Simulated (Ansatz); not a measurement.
Records of electronic-structure calculations.

```
! title: From HSE06 to G0W0: Y2Ti2O7 (Fd-3m)
! method: G0W0 on HSE06, plane waves, PAW (and 1 further level or step)
! program: Ansatz 0.2.0
! settings of one run: cutoff 930 eV, 4×4×4 k-mesh, {"kind": "paw", "source": "ansatz"}, empty bands 1531, screening cutoff 190 eV, screening contour deformation, QP bands (v4, c4)
! cost: 2 runs, 6.7 min in all on 1 × NVIDIA GB200 with 32 threads of Arm Neoverse V2, shared host (the runs of this entry)
! notes: In doubt: masses and optical values from hybrid runs of this build are listed as unsure (in some of the runs), which bears on the screening that GW takes from such a start. The program’s warnings: metallic iterate. Geometry: measured cell, ions relaxed with r2SCAN. Limits: no spin-orbit coupling. Bands and cutoff are finite, so the gap is not at the basis limit. The miss can reach some tenths of an eV and take either sign; the mesh is an error of its own.
! HSE06 gap: 4.49 eV, indirect (only 19 meV under the direct gap)
! G0W0 gap on the mesh: 5.07 eV, from k = (0.000, -0.500, -0.500) to k = Γ
! GW settings: 4×4×4 mesh, 1531 empty bands, screening to 190 eV, hard PAW files
! known limits: not at the basis limit; no spin-orbit coupling
CELL_PARAMETERS angstrom
0.00000 5.04930 5.04930
5.04930 0.00000 5.04930
5.04930 5.04930 0.00000
ATOMIC_POSITIONS crystal
Y 0.12500 0.12500 0.12500
Y 0.62500 0.12500 0.12500
Y 0.12500 0.12500 0.62500
Y 0.12500 0.62500 0.12500
Ti 0.62500 0.62500 0.62500
Ti 0.12500 0.62500 0.62500
Ti 0.62500 0.62500 0.12500
Ti 0.62500 0.12500 0.62500
O 0.54539 0.95461 0.95461
O 0.70461 0.29539 0.70461
O 0.95461 0.54539 0.54539
O 0.29539 0.70461 0.29539
O 0.95461 0.54539 0.95461
O 0.70461 0.70461 0.29539
O 0.54539 0.95461 0.54539
O 0.29539 0.29539 0.70461
O 0.70461 0.29539 0.29539
O 0.95461 0.95461 0.54539
O 0.29539 0.70461 0.70461
O 0.54539 0.54539 0.95461
O 0.00000 0.00000 0.00000
O 0.25000 0.25000 0.25000
```

[Paths, hosts, dates, memory and timing lines, banners, echoed tables and standing remarks are left out of the program output.]

[Logs are printed without paths, hosts, clocks, repeated set-up lines and the standing remarks that a program may print on its own settings, such as how far it seeks lower states.]

[Runs of the session that timed out or met a known fault of the program may be left out.]

[Cells called generated may have been cut or substituted from an entry of the Crystallography Open Database or the Materials Project.]

[No measured gap is set beside runs whose start may be inverted or whose files or cutoffs have a known fault.]

[Hosts, paths, dates, database ids (printed as entryN), source tags and the programs' standing remarks are cut or masked in the printed files.]
